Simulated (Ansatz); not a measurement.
# Memory against size: (17,17) 2H-MoS2 nanotube (306 atoms) repeated, support functions

The cell holds 306 atoms: 102 Mo and 204 S. Cell: a = 44.685 Å, b = 44.732 Å, c = 9.480 Å, α = 90.0°, β = 90.0°, γ = 90.0°. It derives from MoS2 (2H-MoS2). 2H-MoS2 sheet (a = 3.16 Å) rolled into a (17,17) tube of diameter 29.62 Å, 3 periods, 12 Å of vacuum; every coordinate displaced by a Gaussian of 0.02 Å. Vacuum lies along a and b. The structure repeats along c.

Calculated with Ansatz 0.2.0: Kohn-Sham DFT, PBE+D4, PAW (set soft_2), localised support functions (medium); the typed cell is repeated and solved at Γ on 1 × NVIDIA GB200 with 32 threads of Arm Neoverse V2, shared host.

| atoms | memory planned on the GPU (GiB) | repeats | SCF cycles |
| --- | --- | --- | --- |
| 306 | 14.8 | 1×1×1 | 17 |
| 612 | 26.4 | 1×1×2 | 19 |
| 1224 | ? | ? | ? |
| 2142 | 100.3 | 1×1×7 | 20 |

Task: Fit a power law of the atom count to the rows given and interpolate to the withheld row.

**Working.**

A power law y = A x^b is a line in u = ln x and v = ln y.

| u = ln x | v = ln y |
| --- | --- |
| 5.72359 | 2.69463 |
| 6.41673 | 3.27336 |
| 7.66950 | 4.60817 |

With n = 3: mean u = 6.60327, mean v = 3.52539, Σ(u − ū)² = 1.9455, Σ(u − ū)(v − v̄) = 1.9323. Slope b = 1.9323 / 1.9455 = 0.99323; intercept a = v̄ − b ū = -3.0332.

At the withheld row u = 7.110, v = a + b u = 4.029, and y = exp(v).

Prediction at 1224: 56.18 GiB. The run gave 52.1 GiB, so the fit is high by 4.1 GiB (7.8 % of the value).

The fitted exponent is 0.99. Between neighbouring rows, the withheld one included, the exponents are 0.83, 0.98 and 1.2, so one power law doesn't hold over the range. Among the rows given, the largest relative miss of the fit is at 612, by 1.8 GiB (6.9 %).

Limits: One run a row. Whether the card's size bounds the plan at the largest cells wasn't tested.

[Hosts, paths, dates, database ids (printed as entryN), source tags and the programs' standing remarks are cut or masked in the printed files.]
